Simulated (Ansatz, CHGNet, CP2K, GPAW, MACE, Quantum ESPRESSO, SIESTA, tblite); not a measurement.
# Running random packing of W68Si32 (at. %) (85 atoms) with CP2K, part 2 of 2

How do the settings of CP2K change the result for random packing of W68Si32 (at. %) (85 atoms)? A plane-wave run serves as the yardstick.

Program: CP2K 2026.2; the method stands at each step. Banners, paths, timers and routine set-up lines are dropped from the logs unmarked, and long logs keep their key lines alone; longer cuts are marked.

So far. Step 2 (PBE, DZVP-MOLOPT-SR, 350/50 Ry, diagonalisation): Forces lie 3.1 % from the reference's, at 9.3 times its CPU time (on 4 against 8 cores).

## (3) PBE, SZV-MOLOPT-SR, 350/50 Ry, diagonalisation

Method: Kohn-Sham DFT, PBE, GTH-PBE pseudopotentials, Gaussian and plane waves, SZV-MOLOPT-SR-GTH, diagonalisation.

Contents of input.inp:

```
&GLOBAL
  PROJECT cell
  RUN_TYPE ENERGY_FORCE
  PRINT_LEVEL LOW
&END GLOBAL
&FORCE_EVAL
  METHOD QS
  STRESS_TENSOR ANALYTICAL
  &DFT
    BASIS_SET_FILE_NAME BASIS_MOLOPT
    POTENTIAL_FILE_NAME GTH_POTENTIALS
    &MGRID
      CUTOFF 350
      REL_CUTOFF 50
    &END MGRID
    &QS
      EPS_DEFAULT 1.0E-12
    &END QS
    &SCF
      SCF_GUESS ATOMIC
      EPS_SCF 1.0E-06
      MAX_SCF 200
      ADDED_MOS 42
      &DIAGONALIZATION
        ALGORITHM STANDARD
      &END DIAGONALIZATION
      &SMEAR ON
        METHOD FERMI_DIRAC
        ELECTRONIC_TEMPERATURE [K] 580
      &END SMEAR
      &MIXING
        METHOD BROYDEN_MIXING
        ALPHA 0.15
        NBROYDEN 8
      &END MIXING
      &PRINT
        &RESTART OFF
        &END RESTART
      &END PRINT
    &END SCF
    &XC
      &XC_FUNCTIONAL PBE
      &END XC_FUNCTIONAL
    &END XC
    &PRINT
      &MULLIKEN ON
      &END MULLIKEN
      &LOWDIN ON
      &END LOWDIN
      &MO ON
        EIGENVALUES T
        OCCUPATION_NUMBERS T
        MO_INDEX_RANGE 449 472
        &EACH
          QS_SCF 0
        &END EACH
        ADD_LAST NUMERIC
      &END MO
    &END PRINT
  &END DFT
  &SUBSYS
    &CELL
      A 10.99740 0.00000 0.00000
      B 0.00000 10.99740 0.00000
      C 0.00000 0.00000 10.99740
    &END CELL
    &COORD
      SCALED
[... 85 atom lines left out: the same atoms as in the first run ...]
    &END COORD
    &KIND W
      BASIS_SET SZV-MOLOPT-SR-GTH-q14
      POTENTIAL GTH-PBE-q14
    &END KIND
    &KIND Si
      BASIS_SET SZV-MOLOPT-SR-GTH-q4
      POTENTIAL GTH-PBE-q4
    &END KIND
  &END SUBSYS
  &PRINT
    &FORCES ON
    &END FORCES
    &STRESS_TENSOR ON
    &END STRESS_TENSOR
  &END PRINT
&END FORCE_EVAL
```

Run with:

```sh
> OMP_NUM_THREADS=1 cp2k.psmp -i input.inp > output.txt
```

Numbers of over 12 decimals in the logs are rounded to 6 here.

The log of the run:

```text
CP2K| version string:                                       CP2K version 2026.2
 CP2K| Input file name                                                 input.inp
 GLOBAL| Basis set file name                                        BASIS_MOLOPT
 GLOBAL| Potential file name                                      GTH_POTENTIALS
 GLOBAL| Run type                                                   ENERGY_FORCE
 GLOBAL| Total number of message passing processes                             1
 GLOBAL| Number of threads for this process                                    1
 TOTAL NUMBERS AND MAXIMUM NUMBERS
  Total number of            - Atomic kinds:                                   2
                             - Atoms:                                         85
[... lines left out ...]
                        Smear method:                                FERMI_DIRAC
[... lines left out ...]
 Number of electrons:                                                        920
[... lines left out ...]
  Step     Update method      Time    Convergence         Total energy    Change
[... lines left out ...]
  *** SCF run converged in    25 steps ***
[... lines left out ...]
  Fermi energy:                                                 0.545699
  Total energy:                                             -4055.504757
  Total energy (extrapolated to T->0):                      -4055.496165
[... lines left out ...]
 MO| E(Fermi):            0.545699 a.u.         14.849220 eV
[... lines left out ...]
       1     W        1         13.908764                              0.091236
       2     W        1         13.937937                              0.062063
       3     W        1         13.884385                              0.115615
[...]
# Total charge                            920.000000                  0.000000
 !-----------------------------------------------------------------------------!
 LOWDIN POPULATION ANALYSIS
 #  Atom  Element  Kind  Atomic population                           Net charge
[...]
84     Si       2          4.070399                             -0.070399
      85     Si       2          4.162552                             -0.162552
 # Total charge                            920.000000                  0.000000
 ENERGY| Total FORCE_EVAL ( QS ) energy [hartree]          -4055.504749
 FORCES| Atomic forces [hartree/bohr]
 FORCES|   Atom     x               y               z               |f|
 FORCES|      1  4.23695651E-03  3.33497133E-02  1.93345010E-02   3.87811566E-02
 FORCES|      2 -4.25913440E-02  3.57936338E-02  4.28465409E-02   7.02213135E-02
 FORCES|      3 -1.72330738E-02 -3.14398338E-03  4.10794374E-03   1.79927392E-02
[...]
FORCES|     84 -3.31170939E-02  5.11134547E-02 -3.09497700E-02   6.83170214E-02
 FORCES|     85  1.46713770E-02  1.07058661E-02 -1.98806767E-02   2.69277956E-02
 FORCES| Sum    -5.48743686E-04 -9.36504338E-04  2.60830435E-04
 FORCES| Total atomic force                                       1.11632993E-03
 STRESS| Analytical stress tensor [bar]
 STRESS|                        x                   y                   z
 STRESS|      x        3.52089184091E+05   7.83469978949E+03   6.79109669417E+03
 STRESS|      y        7.83469978949E+03   3.80539920879E+05   2.24789041704E+03
 STRESS|      z        6.79109669417E+03   2.24789041704E+03   3.31088987052E+05
 STRESS| 1/3 Trace                                             3.54572697341E+05
```

Wall time 6 min (1 thread of Arm Neoverse V2, shared host); peak memory 1.7 GiB.

Against the reference:

| Quantity | Value |
| --- | --- |
| r.m.s. force component | 1.706 eV/Å |
| r.m.s. difference of force components | 620.7 meV/Å |
| longest difference of force vectors | 2187 meV/Å |
| force difference over r.m.s. force | 37.19 % |
| slope of forces against the reference's | 0.9534 |
| correlation of force components | 0.9326 |
| pressure | 35.46 GPa |
| pressure difference | 8.465 GPa |

This is a coarse setting, run to see what it loses.

Against the first run (3.1 %), the force difference from the reference is 37 %, at 0.38 times the CPU time (on 1 against 4 cores), with 688 basis functions against 1859: the smaller basis costs accuracy.

## (4) All runs compared

Differences are against the plane-wave reference, forces as r.m.s. over components; share is that over the reference's r.m.s. force, slope the least-squares factor from reference forces to these. Total energies of different programs have different zeros and aren't compared.

```csv
run,"Δ force, r.m.s. (meV/Å)",share (%),slope,Δ pressure (GPa),cores,CPU time,memory (GiB)
reference,-,-,-,-,8,1.7 min,2.2
"CP2K PBE, DZVP-MOLOPT-SR, 350/50 Ry, diagonalisation",52.4,3.14,0.981,-1.30,4,16 min,5.1
"CP2K PBE, SZV-MOLOPT-SR, 350/50 Ry, diagonalisation (coarse)",621,37.2,0.953,8.47,1,6 min,1.7
```

Rows marked coarse were listed beforehand as settings not expected to be converged; some can still land near the reference.

CPU time is summed over cores on a shared host, where runs went side by side, so it is rough. Symmetry, cutoffs, thresholds, outputs and thread counts weren't matched or tuned between programs; memory under MPI is the largest rank's times the ranks.

A second geometry, displaced anew (every atom was moved at random, 0.06 Å r.m.s. a Cartesian component), gives an energy difference that all programs can be tested on. The reference puts it at 80.96 meV/atom.

```csv
run,energy less the first geometry's (meV/atom),error (meV/atom),force share at the second geometry (%)
"CP2K PBE, DZVP-MOLOPT-SR, 350/50 Ry, diagonalisation",79.68,-1.28,2.55
"CP2K PBE, SZV-MOLOPT-SR, 350/50 Ry, diagonalisation",82.97,2.01,28.1
```

Further runs of this program without a result: CP2K GFN1-xTB, diagonalisation (not converged).

## (5) Outcome

```json
{"nearest in forces": "CP2K PBE, DZVP-MOLOPT-SR, 350/50 Ry, diagonalisation, 3.1 %", "its CPU time": "16 min"}
```

What this shows: The PBE run in local orbitals, coarse settings apart, differs by 3.1 % (CP2K PBE, DZVP-MOLOPT-SR, 350/50 Ry, diagonalisation); basis, grid and potentials can all enter. Runs with settings chosen to be coarse differ by 37 % (CP2K PBE, SZV-MOLOPT-SR, 350/50 Ry, diagonalisation), their programs' other errors included. None of the electronic-structure runs in the table takes under half the reference's CPU time of 1.7 min; they take 3.5 to 9.3 times as much. In pressure, CP2K PBE, SZV-MOLOPT-SR, 350/50 Ry, diagonalisation misses by +8.5 GPa, at the same functional. The energy difference between the two geometries, 81.0 meV/atom in the reference, is met best by CP2K PBE, DZVP-MOLOPT-SR, 350/50 Ry, diagonalisation (-1.28) and worst by CP2K PBE, SZV-MOLOPT-SR, 350/50 Ry, diagonalisation (coarse) (+2.01). The reference's stress is far from hydrostatic: its diagonal is 25.8, 29.3, 25.9 GPa, compression counted positive. The reference's pressure of 27 GPa says that the cell would expand at this level of theory. The electronic-structure runs sample only Γ, in a cell whose shortest periodic width is 11 Å, which is coarse for a cell with partly filled levels. Spin–orbit coupling is left out, which matters for the levels of the heavy elements.

[Also dropped from logs without a mark: logging warnings of Python, and SIESTA's first energy breakdown and zero terms.]

[Logs are printed without paths, hosts, clocks, repeated set-up lines and the standing remarks that a program may print on its own settings, such as how far it seeks lower states.]

[Hosts, paths, dates, database ids (printed as entryN), source tags and the programs' standing remarks are cut or masked in the printed files.]
